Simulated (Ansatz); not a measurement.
# Lattice dynamics of NaCl (Fm-3m), part 2 of 2

The cell of NaCl (Fm-3m) is at rest. What are its phonons? After the zone centre comes a 4×4×4 q mesh on a 8×8×8 k mesh.

Ansatz 0.2.0; DFT PBEsol, scalar-relativistic, plane waves, PAW.

So far. Step 2 (Zone-centre response): Before it was imposed, the acoustic sum rule was missed by 3.6e-4 eV/Å² and the charge sum rule by 1.9e-5 e. Small misses are needed for a sound result but don't prove that mesh and cutoff are converged. The lowest optical mode is real, 166 cm⁻¹.

The database entry behind the starting cell differs from later determinations by our own check (an axis about 0.4 % short against later determinations), so it need not match the best structure at ambient conditions.

## Step 3: Phonons on a q mesh

Stability and thermal properties need the whole zone. Linear response on a 4×4×4 q mesh gives force constants as far as a supercell of that size would, and the tensors from the zone-centre run are typed in so that the long-range dipole term is interpolated apart.

File input.yaml:

```yaml
crystal:
  lattice:
    - [0.0, 2.8009522132, 2.8009522132]
    - [2.8009522132, 0.0, 2.8009522132]
    - [2.8009522132, 2.8009522132, 0.0]
  atoms:
    - { symbol: Na, position: [0.0, 0.0, 0.0] }
    - { symbol: Cl, position: [0.5, 0.5, 0.5] }
kpoints:
  mp_grid: { grid: [8, 8, 8] }
hamiltonian:
  xc: pbesol
scf:
  occupations: { method: fixed }
output:
  eigenvalues: true
phonons:
  method: dfpt
  qmesh: [4, 4, 4]
  temperatures: { t_max: 1000, t_step: 50 }
  qpath:
    path:
      - [[0.0, 0.0, 0.0], [0.5, 0.0, 0.5], [0.625, 0.25, 0.625]]
      - [[0.375, 0.375, 0.75], [0.0, 0.0, 0.0], [0.5, 0.5, 0.5], [0.5, 0.25, 0.75], [0.5, 0.0, 0.5]]
    npoints: 10
  non_analytic_term:
    high_frequency_dielectric_tensor: [[2.5662, 0.0, 0.0], [0.0, 2.5662, 0.0], [0.0, 0.0, 2.5662]]
    born_effective_charges:
      - { species: Na, tensor: [[1.0918, 0.0, 0.0], [0.0, 1.0918, 0.0], [0.0, 0.0, 1.0918]] }
      - { species: Cl, tensor: [[-1.0918, 0.0, 0.0], [0.0, -1.0918, 0.0], [0.0, 0.0, -1.0918]] }
    source: "zone-centre run at this cell"
```

Started as:

```bash
ansatz run input.yaml --threads 4 --pin off --max-ram 7168MiB --backend cpu --events-out ev --progress --plain --runs-dir out
```

Numbers of over 12 decimals in the logs are rounded to 6 here.

Output:

```text
[...]
Crystal: 2 atoms, lattice volume = 43.949 Å³
Basis set: ecut = 420 eV, 869 PW (Γ), exchange–correlation on 54×54×54 points (8 copies of the dense FFT grid, shifted against one another)
Bands: 12, of which v1, the nominal top of the filled ones, is band 8 counted from 1 (7 counted from 0)
Symmetry: 48 space group operations
k-points: 29 of 512
[...]
SCF iter   1: F=—  HF=-2540.289537 eV  |F-HF|=—  |Δ(HF+E_count)|=         —  Δρ=2.88e-3  dr2=3.91e-3  ethr=1.77e-3  ⟨swp⟩=4.9  Hψ=1763  notcnv=0  defer=45
[...]
SCF iter   9: F=-2540.286662 eV  HF=-2540.286662 eV  |F-HF|=0.00e0  |Δ(HF+E_count)|=  1.46e-11  Δρ=9.20e-9  dr2=3.56e-14  ethr=1.00e-12  ⟨swp⟩=6.2  Hψ=1708  notcnv=0
SCF 1 converged in 9 iterations: F = -2540.286662 eV  dr2 = 3.56e-14
[...]
NSCF: frozen V_eff on 29 k-points
[...]
DFPT response loops at q = (0, 0, 0) (fractional): preconditioner auto → none (the input reference at scf.mixing.eps_inf says where Resta's filter doesn't serve); β = 0.50; Broyden in place of MSR1
[...]
SCF converged after 9 iterations
Free energy (F): -2540.286662 eV
[...]
Internal energy: -2540.286662 eV  (E = F + TS)
E sigma→0 (E₀):  -2540.286662 eV
Fermi energy:    1.203674 eV
[...]
--- Band table (eV; the first three rows and the last of 29) ---
  k-point 0: bands = [... 4 lower, -11.4844, 1.2037, 1.2037, 1.2037, 6.2145, 12.1179, 12.1179, 12.1179]
  k-point 1: bands = [... 4 lower, -11.4339, 0.8111, 1.1602, 1.1602, 6.7265, 11.5803, 12.3141, 12.3141]
  k-point 2: bands = [... 4 lower, -11.3081, 0.0430, 1.0589, 1.0589, 7.7007, 11.0614, 12.4223, 12.4223]
  k-point 28: bands = [... 4 lower, -11.0520, -0.0551, -0.0551, 0.4078, 9.9994, 10.7474, 10.7474, 12.4770]
--- Phonons (Γ-DFPT): 2 representative perturbations + reference (Σ response iterations 6) ---
  ASR residual: 4.032e-5 → 0.000e0 eV/Å²; symmetrization residual: 3.769e-6 eV/Å²
  ASR residual per site (eV/Å²): 4.03e-5 1.65e-5
  Γ frequencies (cm⁻¹): 0.00 0.00 0.00 166.38 166.38 166.38
--- Phonons (arbitrary-q DFPT): 8 irreducible q on the 4×4×4 mesh ---
  q = [0.0000, 0.0000, 0.0000] (star 1, of the zone-centre solve; hermiticity 5.31e-6, symmetrization 7.50e-12): -0.00 0.00 0.00 166.38 166.38 166.38
  q = [0.0000, 0.0000, 0.2500] (star 8, 2 solved perturbations on 288 of 512 k-point pairs; hermiticity 4.60e-6, symmetrization 1.58e-12): 70.71 70.71 106.99 157.60 157.60 242.84
[...]
q = [0.0000, 0.2500, 0.2500] (star 6, 4 solved perturbations in 528 linear systems a pass and spin channel, the states on 164 of 512 k-point pairs; hermiticity 1.60e-6, symmetrization 3.19e-13): 59.99 59.99 132.20 170.61 170.61 204.45
[...]
sum rule: each row above includes the acoustic sum rule's correction from the zone centre's row sums; it moved no ω² by more than (0.69 cm⁻¹)²
  mesh force constants: q→R imaginary residual 3.81e-18; ASR residual 4.032e-5 → 0.000e0 eV/Å²; symmetrization residual 2.220e-15 eV/Å²
  interpolated dispersion: 63 rows × 6 modes
  density of states and harmonic sums: on the 20×20×20 q-mesh, interpolated from the force constants of a 4×4×4 supercell (with the dipole–dipole term of supplied tensors)
  largest difference from the sums on the solved wave vectors: F 1.24e-2 eV, S 1.64e-5 and C_V 4.00e-6 eV/K
  zero-point energy: 0.052933 eV/cell   skipped modes (ω ≤ 0): 3   left out of the sums: 6.25e-5 of the cell's modes: C_V's classical limit lies that fraction below 3 k_B per atom; for a crystal, a wire or a layer, F and S can be off by more, and a phonons.interpolated_qmesh denser along its periods is the remedy for the sampling
```

Elapsed: 60 s, on 4 threads of Arm Neoverse V1, shared host; peak memory 0.82 GiB.

This step gave:

| Quantity | Value |
| --- | --- |
| sum-rule residual before enforcement | 4.03e-5 eV/Å² |
| lowest frequency on the path | 0 cm⁻¹ |
| highest frequency on the path or at a solved wavevector | 254.9 cm⁻¹ |
| mean frequency | 142.3 cm⁻¹ |
| Debye temperature (second moment) | 276 K |
| logarithmic mean frequency | 135 cm⁻¹ |
| lowest mode on the q mesh (acoustic modes at Γ apart) | 59.99 cm⁻¹ |
| zero-point energy per atom | 26.47 meV |
| heat capacity at 300 K | 23.92 J/(mol atoms K) |
| vibrational entropy at 300 K | 36.30 J/(mol atoms K) |

Frequencies (cm⁻¹) solved at each irreducible wavevector; negative means imaginary. Frequencies by wavevector, by row:

```tsv
q in reciprocal lattice units	star	mode 1	mode 2	mode 3	mode 4	mode 5	mode 6
0 0 0	1	0	0	0	166.4	166.4	166.4
0 0 0.25	8	70.7	70.7	107	157.6	157.6	242.8
0 0 -0.5	4	115.1	115.1	136.6	136.6	171.2	216.3
0 0.25 0.25	6	60	60	132.2	170.6	170.6	204.4
0 0.25 -0.5	24	93.6	120.7	135	160.7	173	189.6
0 0.25 -0.25	12	93.7	114.8	136.5	149.9	175.4	201.7
0 -0.5 -0.5	3	81.2	81.2	135.7	174.7	174.7	185.5
0.25 -0.5 -0.25	6	114.5	114.5	135	155.4	180.1	180.1
```

Interpolated from a 4×4×4 q mesh, with the LO-TO term (at Γ the limit along the path; where Γ stands inside the path, tables give the limit on arrival). The phonon branches at the labelled points (cm⁻¹):

```tsv
point	branch 1	branch 2	branch 3	branch 4	branch 5	branch 6
Γ	0	0	0	166	166	255
halfway	60	60	132	171	171	204
X	81	81	136	175	175	186
halfway	86	97	133	172	176	185
U	98	126	129	162	178	182
jump to K	98	126	129	162	178	182
halfway	72	93	125	145	173	225
Γ	0	0	0	166	166	255
halfway	71	71	107	158	158	243
L	115	115	137	137	171	216
halfway	111	118	141	153	174	191
W	114	114	135	155	180	180
halfway	93	106	131	169	176	184
X	81	81	136	175	175	186
```

The phonon branches as a text plot (rows in cm⁻¹):

```
    250 |***                      **********
    239 |   *                    *          **
    228 |                       *             **
    218 |    **                                 ***
    207 |      *               *                   **
    196 |                    **                      *
    186 |       *   ******* *                         **   ******
    175 |    ***********************             ****************
    165 |****    *      ***         ********    *           **
    154 |       * **       ****  ***        ****      ******
    143 |           *      **  **             ***  ******
    133 |      *     ******  **                  **      *** ****
    122 |                ***    *            *      ****   **
    112 |    **         *   ****            *   ************ *
    101 |              *  ** **  *             *            ***
     90 |   *          ***     **          *  *               **
     80 |         *****          ***         *                 **
     69 |       **              *         * *
     58 |  *   *                 ****      *
     48 |    **                   **     **
     37 |   *                       *
     27 | **                        **  **
     16 | *                          *  *
      5 |*                            **
         Γ           X  U|K            Γ         L        W     X
```

The phonon density of states has structure finer than the step of the table below, so its rows give means over 5 cm⁻¹, whole bins alone (the curve runs from 1 to 255 cm⁻¹). Peaks (cm⁻¹: height): 109.0: 0.0533, 117.0: 0.0598, 137.0: 0.0874, 171.0: 0.0953, 177.0: 0.0863.

Tetrahedra on a 20×20×20 mesh, mean over bins of 2 cm-1. Interpolated from a 4×4×4 q mesh. Phonon density of states against wavenumber; means over each step:

```tsv
wavenumber (cm⁻¹)	phonon density of states (1/cm⁻¹/cell)
5	3.1e-5
10	1.0e-4
15	3.5e-4
20	6.6e-4
25	0.00110
30	0.00167
35	0.00234
40	0.00317
45	0.00423
50	0.00543
55	0.00697
60	0.00876
65	0.0110
70	0.0139
75	0.0177
80	0.0242
85	0.0300
90	0.0321
95	0.0341
100	0.0365
105	0.0403
110	0.0450
115	0.0435
120	0.0462
125	0.0220
130	0.0280
135	0.0629
140	0.0557
145	0.0317
150	0.0377
155	0.0488
160	0.0585
165	0.0629
170	0.0847
175	0.0756
180	0.0688
185	0.0289
190	0.0150
195	0.0136
200	0.0130
205	0.0127
210	0.0125
215	0.0121
220	0.0100
225	0.00858
230	0.00748
235	0.00646
240	0.00545
245	0.00431
250	0.00284
```

The partial phonon density of states has structure finer than the step of the table below, so its rows give means over 10 cm⁻¹, whole bins alone (the curve runs from -10 to 272 cm⁻¹). Peaks (cm⁻¹: height): Cl 117.6: 0.0355, 137.1: 0.0311, 170.8: 0.0403; Na 137.1: 0.0389, 177.9: 0.0461.

Phonopy on the run's constants, 17x17x17 mesh, Gaussian sigma 2.0 cm-1. Interpolated from a 4×4×4 q mesh. Partial phonon density of states against wavenumber; means over each step; values in 1/cm⁻¹/cell:

```tsv
wavenumber (cm⁻¹)	Cl	Na
0	3.7e-5	2.4e-5
10	5.5e-5	3.6e-5
20	4.4e-4	2.8e-4
30	0.00120	7.7e-4
40	0.00183	0.00116
50	0.00343	0.00217
60	0.00543	0.00346
70	0.00859	0.00561
80	0.0142	0.00963
90	0.0197	0.0128
100	0.0229	0.0133
110	0.0300	0.0130
120	0.0285	0.0112
130	0.0185	0.0157
140	0.0244	0.0284
150	0.0181	0.0207
160	0.0249	0.0318
170	0.0360	0.0410
180	0.0253	0.0375
190	0.00354	0.0132
200	0.00239	0.0104
210	0.00249	0.00972
220	0.00262	0.00765
230	0.00237	0.00513
240	0.00193	0.00355
250	0.00105	0.00174
260	4.7e-5	7.6e-5
```

Second derivatives of the energy by pair, one row for each kind of neighbour of each atom listed. Each entry sums the pair over the periodic images of the supercell that the q mesh stands for, and in a polar crystal it holds the long-range dipole part too. Force constants by pair, by row:

```tsv
atom	neighbour	distance (Å)	third of the trace (eV/Å²)	along the pair's line (eV/Å²)
Na1	itself	0	2.087	–
Na1	Cl	2.801	-0.32	-0.6082
Na1	Na	3.961	0.0012	-0.2361
Na1	Cl	4.851	-0.0031	0.1001
Na1	Na	5.602	-0.0488	-0.1478
Na1	Cl	6.263	0.0114	0.0684
Na1	Na	6.861	-0.0063	-0.044
Cl2	itself	0	2.503	–
Cl2	Na	2.801	-0.32	-0.6082
Cl2	Cl	3.961	-0.0522	-0.3222
Cl2	Na	4.851	-0.0031	0.1001
Cl2	Cl	5.602	-0.0044	-0.0648
Cl2	Na	6.263	0.0114	0.0684
Cl2	Cl	6.861	-0.0082	-0.045
```

Harmonic thermodynamic functions per atom, from the density of states. Interpolated from a 4×4×4 q mesh. Thermodynamic functions, by row:

```tsv
T (K)	F_vib (meV/atom)	S (J/mol-atom/K)	C_V (J/mol-atom/K)
0	26.47	0	0
50	25.98	3.46	8.164
100	21.86	12.53	17.66
200	0.91	26.82	22.73
300	-32.08	36.3	23.92
400	-73.47	43.25	24.36
500	-121.2	48.71	24.57
600	-174.1	53.2	24.68
700	-231.3	57.01	24.75
800	-292.1	60.32	24.79
900	-356.2	63.24	24.82
1000	-423.1	65.86	24.85
```

Harmonic mean-square displacement, third of the trace. Interpolated from a 4×4×4 q mesh. Mean square displacements, by row:

```tsv
T (K)	Na1 U_eq (Å²)	Cl2 U_eq (Å²)
0	0.00541	0.00404
100	0.00841	0.00688
300	0.02094	0.01779
600	0.041	0.03502
```

Symmetry leaves 8 wavevectors to solve. The lowest mode among them, the acoustic zeros apart, lies at q = (0, 0.25, 0.25) and is real, 60.0 cm⁻¹.

## Step 4: Finite displacements in a supercell

Finite displacements in a 2×2×2 supercell give force constants from forces alone. They are exact at the wavevectors that the supercell holds, where they check the linear-response result.

input.yaml: that of step 3 with these lines changed.

```diff
@@ -17,4 +17,4 @@
 phonons:
-  method: dfpt
-  qmesh: [4, 4, 4]
+  method: fd
+  supercell: [2, 2, 2]
   temperatures: { t_max: 1000, t_step: 50 }
```

Output:

```text
[...]
Crystal: 16 atoms, lattice volume = 351.590 Å³
Basis set: ecut = 420 eV, 6855 PW (Γ), exchange–correlation on 108×108×108 points (8 copies of the dense FFT grid, shifted against one another)
Bands: 80, of which v1, the nominal top of the filled ones, is band 64 counted from 1 (63 counted from 0)
Symmetry: 384 space group operations
k-points: 8 of 64
[...]
SCF iter   1: F=—  HF=-20322.293292 eV  |F-HF|=—  |Δ(HF+E_count)|=         —  Δρ=1.06e-7  dr2=3.37e-11  ethr=1.00e-12  ⟨swp⟩=3.0  Hψ=1596  notcnv=0
[...]
SCF iter   2: F=-20322.293292 eV  HF=-20322.293292 eV  |F-HF|=3.64e-12  |Δ(HF+E_count)|=  1.46e-11  Δρ=2.51e-8  dr2=1.60e-12  ethr=1.00e-12  ⟨swp⟩=3.0  Hψ=1696  notcnv=0
SCF 1 converged in 2 iterations: F = -20322.293292 eV  dr2 = 1.60e-12
[...]
Symmetry: 8 space group operations
k-points: 13 of 64 (time reversal used)
iter 1 solved again at ethr=5.63e-9 eV; its pass at ethr=3.10e-3 eV (dr2=7.20e-6 eV) is discarded
SCF iter   1: F=—  HF=-20322.293060 eV  |F-HF|=—  |Δ(HF+E_count)|=         —  Δρ=1.00e-4  dr2=2.55e-5  ethr=5.63e-9  ⟨swp⟩=3.0  Hψ=3756  notcnv=0  defer=65
eigensolver tolerance schedule calibrated: the retry pair's looser diagonalisation under-reported the residual by θ = 0.72 (0.12/decade); ethr = c·dr2/N_el runs at the constant in force after the calibration composes with the one it found (an armed cap, an earlier calibration), c = 6.4e-2
SCF iter   2: F=—  HF=-20322.293289 eV  |F-HF|=—  |Δ(HF+E_count)|=   2.29e-4  Δρ=4.94e-5  dr2=5.78e-6  ethr=5.63e-9  ⟨swp⟩=2.0  Hψ=1652  notcnv=0  defer=65
[...]
SCF iter   7: F=-20322.293286 eV  HF=-20322.293286 eV  |F-HF|=3.64e-12  |Δ(HF+E_count)|=  1.09e-11  Δρ=1.65e-8  dr2=7.82e-13  ethr=1.00e-12  ⟨swp⟩=5.0  Hψ=3892  notcnv=0
SCF 2 converged in 7 iterations: F = -20322.293286 eV  dr2 = 7.82e-13
[...]
SCF iter   6: F=-20322.293285 eV  HF=-20322.293285 eV  |F-HF|=0.00e0  |Δ(HF+E_count)|=  1.06e-10  Δρ=2.79e-8  dr2=2.89e-12  ethr=1.00e-12  ⟨swp⟩=5.0  Hψ=3973  notcnv=0
SCF 3 converged in 6 iterations: F = -20322.293285 eV  dr2 = 2.89e-12
[...]
SCF converged after 2 iterations
Free energy (F): -20322.293292 eV
[...]
Internal energy: -20322.293292 eV  (E = F + TS)
E sigma→0 (E₀):  -20322.293292 eV
Fermi energy:    1.203674 eV
[...]
--- Band table (eV; the first three rows and the last of 8) ---
  k-point 0: bands = [... 60 lower, 0.9232, 1.2037, 1.2037, 1.2037, 6.2145, 8.2992, 8.2992, 8.2992, ... 12 higher]
  k-point 1: bands = [... 60 lower, 0.9621, 0.9621, 1.1602, 1.1602, 6.7265, 8.2281, 8.6962, 8.6962, ... 12 higher]
  k-point 2: bands = [... 60 lower, 1.0589, 1.0589, 1.0589, 1.0589, 7.7007, 7.7007, 9.2438, 9.2438, ... 12 higher]
  k-point 7: bands = [... 60 lower, 0.9365, 0.9365, 0.9365, 0.9365, 8.5866, 8.5866, 8.5866, 8.5866, ... 12 higher]
--- Phonons: 2 displaced members + reference (amplitude 0.0025 Å, Σ member SCF iterations 13) ---
  symmetry images taken by strict's conditions (phonons.symmetry_images: auto; settled by no image being taken that strict refuses)
  ASR residual: 2.981e-4 → 0.000e0 eV/Å²; symmetrization residual: 1.031e-4 eV/Å²
  largest component of a force at the reference: 1.1e-28 eV/Å
  ASR residual per site (eV/Å²): 1.15e-5 2.98e-4
  Γ frequencies (cm⁻¹): 0.00 0.00 0.00 166.38 166.38 166.38
[...]
```

Run time: 16 s. Hardware: 4 threads; peak memory 0.96 GiB; 58 s of CPU time.

Numbers from this step:

- atoms in the supercell: 16
- sum-rule residual before enforcement: 2.98e-4 eV/Å²

Interpolated from a 2×2×2 supercell, rough between the solved points, with the LO-TO term (at Γ the limit along the path; where Γ stands inside the path, tables give the limit on arrival). The phonon branches at the labelled points (cm⁻¹):

```tsv
point	branch 1	branch 2	branch 3	branch 4	branch 5	branch 6
Γ	0	0	0	166	166	255
halfway	62	62	133	174	174	207
X	81	81	136	175	175	186
halfway	84	96	132	172	176	185
U	92	123	128	162	178	185
jump to K	92	123	128	162	178	185
halfway	72	97	126	140	177	226
Γ	0	0	0	166	166	255
halfway	73	73	108	156	156	243
L	115	115	137	137	171	216
halfway	108	110	145	151	172	196
W	111	111	133	151	183	183
halfway	91	104	129	168	178	185
X	81	81	136	175	175	186
```

The phonon branches as a text plot (rows in cm⁻¹):

```
    250 |***                      **********
    239 |   *                    *          **
    228 |    **                 *             **
    218 |                      *                ****
    207 |      *                                    **
    196 |                    **                       *
    186 |       *   ***********                        **********
    175 |   ****************   *****             *** ****   *****
    165 |***     *      ***         ********    *   *       **
    154 |       * **       ****   **        ** *      ******
    143 |           *      **  ***            ***  ******
    133 |      *     **** *  ***                 **      ***  ***
    122 |                **     *            *              **
    112 |    **         *  ***** *          *   ************ *
    101 |              *   **   *             **            * *
     90 |   *           ***  **            *                 ***
     80 |        *******       * ***         *                 **
     69 |       *               *         * *
     58 |  *   *                 ****      *
     48 |    **                   **     **
     37 |   *                       *
     27 | **                        **  **
     16 | *                          *  *
      5 |*                            **
         Γ           X  U|K            Γ         L        W     X
```

The phonon density of states has structure finer than the step of the table below, so its rows give means over 10 cm⁻¹, whole bins alone (the curve runs from 1 to 255 cm⁻¹). Peaks (cm⁻¹: height): 105.0: 0.0488, 115.0: 0.0666, 137.0: 0.0577, 155.0: 0.0665, 177.0: 0.0804, 185.0: 0.0705.

Tetrahedra on a 20×20×20 mesh, mean over bins of 2 cm-1. Interpolated from a 2×2×2 supercell, rough between the solved points. Phonon density of states against wavenumber; means over each step:

```tsv
wavenumber (cm⁻¹)	phonon density of states (1/cm⁻¹/cell)
10	1.1e-4
20	6.3e-4
30	0.00155
40	0.00295
50	0.00508
60	0.00832
70	0.0137
80	0.0266
90	0.0363
100	0.0411
110	0.0464
120	0.0309
130	0.0386
140	0.0468
150	0.0399
160	0.0527
170	0.0677
180	0.0588
190	0.0246
200	0.0152
210	0.0144
220	0.0113
230	0.00796
240	0.00565
250	0.00275
```

At Γ the two methods differ by at most 0.0 cm⁻¹.

## Step 5: Summary of results

```yaml
space_group_within_0p01_a: Fm-3m
volume_per_atom: 22.0 Å³
gap_on_the_k_mesh: 5.01 eV
highest_optical_mode_at_the_zone_centre_no_lo_to_term: 166 cm⁻¹
top_of_the_zone_centre_spectrum_with_the_field: 255 cm⁻¹
lowest_optical_zone_centre_mode: 166 cm⁻¹
mean_high_frequency_dielectric_constant: 2.57
mean_static_dielectric_constant: 6.02
largest_born_charge_third_of_the_trace: 1.09 e
lowest_mode_on_the_q_mesh_acoustic_modes_at_gamma_apart: 60.0 cm⁻¹
highest_frequency_on_the_path_or_at_a_solved_wavevector: 255 cm⁻¹
zero_point_energy_per_atom: 26.5 meV
heat_capacity_at_300_k: 23.9 J/(mol atoms K)
vibrational_entropy_at_300_k: 36.3 J/(mol atoms K)
debye_temperature_second_moment: 276 K
imaginary_modes_on_the_4x4x4_q_mesh: none
```

**Reading.** The structure is a minimum as far as tested: no mode is imaginary at the 8 irreducible wavevectors of the 4×4×4 mesh, and the softest away from the acoustic zeros lies at 60 cm⁻¹. Without the field, the optical modes at Γ form one degenerate level at 166 cm⁻¹. With the macroscopic field of the longitudinal modes the top of the zone-centre spectrum lies at 255 cm⁻¹, against 166 cm⁻¹ without it. Lattice motion raises the mean dielectric constant from 2.566 to 6.023. The strongest infrared line is at 166 cm⁻¹. Finite displacements and linear response differ by 0.0 cm⁻¹ in the highest zone-centre mode. These are harmonic frequencies at zero temperature: anharmonic shifts, linewidths and thermal expansion are left out.

[Logs are printed without paths, hosts, clocks, repeated set-up lines and the standing remarks that a program may print on its own settings, such as how far it seeks lower states.]

[Hosts, paths, dates, database ids (printed as entryN), source tags and the programs' standing remarks are cut or masked in the printed files.]
